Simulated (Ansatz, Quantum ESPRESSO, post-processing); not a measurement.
# The work function of Rh(100), 5 layers, one monolayer of Si on hollow sites, level by level, part 2 of 2

Aim: the work function of each face of Rh(100), 5 layers, one monolayer of Si on hollow sites, and how it moves with functional, pseudopotentials and boundary condition.

Quantum ESPRESSO 7.5; plane-wave DFT, PBE, GBRV ultrasoft pseudopotentials; geometry and cross-check by Ansatz 0.2.0 with PAW datasets.

So far. Step 6 (Self-consistent run: PBE, SG15 norm-conserving): The upper face goes from 5.467 eV (PBE, GBRV) to 5.460 eV, a change of -0.007 eV. Step 7 (Ground state: vdW-DF-cx, GBRV ultrasoft): The upper face goes from 5.467 eV (PBE, GBRV) to 5.578 eV, a change of +0.111 eV.

**9. Potential by pp.x**

The vacuum level is read from the electrostatic potential (plot_num = 11), averaged over planes.

File nodip.pot.in:

```
&inputpp
  prefix = 'nodip'
  outdir = './out'
  filplot = 'nodip.pot.dat'
  plot_num = 11
/
```

On the command line:

```
> OMP_NUM_THREADS=1 mpirun -n 4 pp.x -in nodip.pot.in > nodip.pot.out
```

The job ended after 1 s (4 MPI ranks of Arm Neoverse V1, shared host; peak memory 0.11 GiB; 3.8 s of CPU time).

Electrostatic potential energy of an electron; zero at the Fermi level. Table of potential energy, planar mean by z:

```
z (Å)  potential energy, planar mean (eV)
  0.0                                5.25
  0.5                                5.23
  1.0                                5.22
  1.5                                5.20
  2.0                                5.19
  2.5                                5.18
  3.0                                5.16
  3.5                                5.15
  4.0                                5.13
  4.5                                5.12
  5.0                                5.09
  5.5                                5.05
  6.0                                4.95
  6.5                                4.59
  7.0                                3.29
  7.5                               -2.16
  8.0                               -12.8
  8.5                               -14.4
  9.0                               -5.48
  9.5                               -5.73
 10.0                               -14.7
 10.5                               -13.4
 11.0                               -4.41
 11.5                               -7.76
 12.0                               -15.6
 12.5                               -11.6
 13.0                               -3.27
 13.5                               -9.09
 14.0                               -15.8
 14.5                               -9.82
 15.0                               -1.97
 15.5                               -8.48
 16.0                               -16.1
 16.5                               -11.5
 17.0                               -6.57
 17.5                               -13.7
 18.0                               -12.1
 18.5                               -1.45
 19.0                                3.53
 19.5                                4.95
 20.0                                5.31
 20.5                                5.39
 21.0                                5.40
 21.5                                5.39
 22.0                                5.38
 22.5                                5.36
 23.0                                5.35
 23.5                                5.34
 24.0                                5.32
 24.5                                5.31
 25.0                                5.29
 25.5                                5.28
 26.0                                5.26
```

The vacuum now slopes by 28 meV/Å: the images' field stands in it, and it also polarises the slab.

**10. All levels side by side**

All levels:

```
                                                                 level  upper face (eV)  lower face (eV)  dipole (e Å)  CPU time (s)
                                                  QE PBE GBRV, ESM bc1            5.467             5.05             -         703.3
                                QE rev-vdW-DF2 GBRV ultrasoft, ESM bc1            5.634            5.359             -         894.5
                                  QE PBE SG15 norm-conserving, ESM bc1             5.46            5.037             -         911.9
                                  QE vdW-DF-cx GBRV ultrasoft, ESM bc1            5.578            5.247             -         890.2
QE PBE GBRV, periodic uncorrected (sloping vacuum, so no single level)            5.335            5.174             -         336.5
               Ansatz PBE PAW, sawtooth (time of the whole relaxation)             5.43            5.047      -0.01532         91.48
```

The times are CPU seconds on a shared host; the codes use unlike cutoffs, datasets and smearings, so their times compare unlike work.

**11. Self-consistent run, with smearing = fd and degauss = 0.05**

A sensitivity test on the input.

File esm.w0.in:

```
&control
  prefix = 'esm.w0'
  outdir = './out'
  pseudo_dir = './pseudo'
  calculation = 'scf'
  tprnfor = .true.
/
&system
  ibrav = 0
  nat = 6
  ntyp = 2
  ecutwfc = 40
  ecutrho = 200
  occupations = 'smearing'
  smearing = 'fd'
  degauss = 0.05
  assume_isolated = 'esm'
  esm_bc = 'bc1'
/
&electrons
  conv_thr = 1e-07
  mixing_beta = 0.4
  electron_maxstep = 120
  mixing_mode = 'local-TF'
/
ATOMIC_SPECIES
  Rh  102.9055  rh_pbe_v1.4.uspp.F.UPF
  Si  28.0850  si_pbe_v1.uspp.F.UPF
CELL_PARAMETERS angstrom
  2.68700576850000 0.00000000000000 0.00000000000000
  0.00000000000000 2.68700576850000 0.00000000000000
  0.00000000000000 0.00000000000000 26.60000000000000
ATOMIC_POSITIONS crystal
  Rh  0.000000000000 0.000000000000 -0.176922274541
  Rh  0.500000000000 0.500000000000 -0.105493703141
  Rh  0.000000000000 0.000000000000 -0.034065131741
  Rh  0.500000000000 0.500000000000 0.038180307261
  Rh  0.000000000000 0.000000000000 0.114298042397
  Si  0.500000000000 0.500000000000 0.176922274541
K_POINTS automatic
  10 10 1 0 0 0
```

On the command line:

```
> OMP_NUM_THREADS=1 mpirun -n 4 pw.x -nk 4 -in esm.w0.in > esm.w0.out
```

Elapsed: 3 min, on 4 MPI ranks; peak memory 0.7 GiB.

The changed values were drawn from a wide range, not chosen for quality; the comparison shows what they did here together.

Beside the run it was changed from:

```
                                                           quantity   this run  unchanged run  difference
vacuum line at the upper end of the cell, over the Fermi level (eV)      5.187          5.467       -0.28
vacuum line at the lower end of the cell, over the Fermi level (eV)      5.029          5.050      -0.021
                                                   free energy (eV)  -11781.28      -11775.97        -5.3
                                                      wall time (s)        182            176            
                                                     SCF iterations         41             43
```

The free energy moves by -8.9e+02 meV an atom.

The free energy holds the smearing's entropy term, so it moves with degauss by construction.

Levels move by up to 280 meV, so the change matters at the level of the results.

**12. SCF with pw.x, with LDIPOL = 400**

One more run, with a changed input.

File esm.bad.in:

```
&control
  prefix = 'esm.bad'
  outdir = './out'
  pseudo_dir = './pseudo'
  calculation = 'scf'
  tprnfor = .true.
/
&system
  ibrav = 0
  nat = 6
  ntyp = 2
  ecutwfc = 40
  ecutrho = 200
  occupations = 'smearing'
  smearing = 'mv'
  degauss = 0.02
  assume_isolated = 'esm'
  esm_bc = 'bc1'
  LDIPOL = 400
/
&electrons
  conv_thr = 1e-07
  mixing_beta = 0.4
  electron_maxstep = 75
  mixing_mode = 'local-TF'
/
ATOMIC_SPECIES
  Rh  102.9055  rh_pbe_v1.4.uspp.F.UPF
  Si  28.0850  si_pbe_v1.uspp.F.UPF
CELL_PARAMETERS angstrom
  2.68700576850000 0.00000000000000 0.00000000000000
  0.00000000000000 2.68700576850000 0.00000000000000
  0.00000000000000 0.00000000000000 26.60000000000000
ATOMIC_POSITIONS crystal
  Rh  0.000000000000 0.000000000000 -0.176922274541
  Rh  0.500000000000 0.500000000000 -0.105493703141
  Rh  0.000000000000 0.000000000000 -0.034065131741
  Rh  0.500000000000 0.500000000000 0.038180307261
  Rh  0.000000000000 0.000000000000 0.114298042397
  Si  0.500000000000 0.500000000000 0.176922274541
K_POINTS automatic
  10 10 1 0 0 0
```

On the command line:

```
> OMP_NUM_THREADS=1 mpirun -n 4 pw.x -nk 4 -in esm.bad.in > esm.bad.out
```

Run time: 0.49 s. Hardware: 4 MPI ranks; peak memory 0.1 GiB.

The program refused the input before any cycle.

The program's message: “Error in routine  read_namelists (1): bad line in namelist &system: "  LDIPOL = 400" (error could be in the previous line)”

The change that led to it: system.LDIPOL = 400.

The message: “read_namelists (1): bad line in namelist &system: " LDIPOL = 400" (error could be in the previous line)”. The key belongs to another program and has no place in any namelist here; the line has to go.

**13. What came out**

```json
{
 "covered face by ESM": "5.47 eV",
 "covered face by Ansatz": "5.43 eV"
}
```

**Reading.** At the first level (PBE, GBRV ultrasoft) the work function comes to 5.47 eV on the upper face and 5.05 eV on the lower. Over the levels tried, the uncorrected run apart, the upper face spans 5.43 eV (Ansatz PBE PAW, sawtooth) to 5.63 eV (QE rev-vdW-DF2 GBRV ultrasoft, ESM bc1). Without a correction the vacuum potential slopes by 28 meV/Å, so no single vacuum level can be read. Ansatz ran with Fermi-Dirac smearing of 0.1 eV against cold smearing of 0.02 Ry, which alone can move a level by some tens of meV. With 10×10 points and so few layers the values hold to some 0.05 to 0.1 eV. The slab is cut at a tabulated measured bulk lattice constant, given to two decimals. A full 1×1 monolayer may not be the stable structure at this coverage.

[Logs are printed without paths, hosts, clocks, repeated set-up lines and the standing remarks that a program may print on its own settings, such as how far it seeks lower states.]

[Hosts, paths, dates, database ids (printed as entryN), source tags and the programs' standing remarks are cut or masked in the printed files.]

[Maps of the electrostatic potential energy from Ansatz leave out the sawtooth potential of an applied field or a dipole correction, so their vacuum need not be flat; planar profiles and work functions include it.]
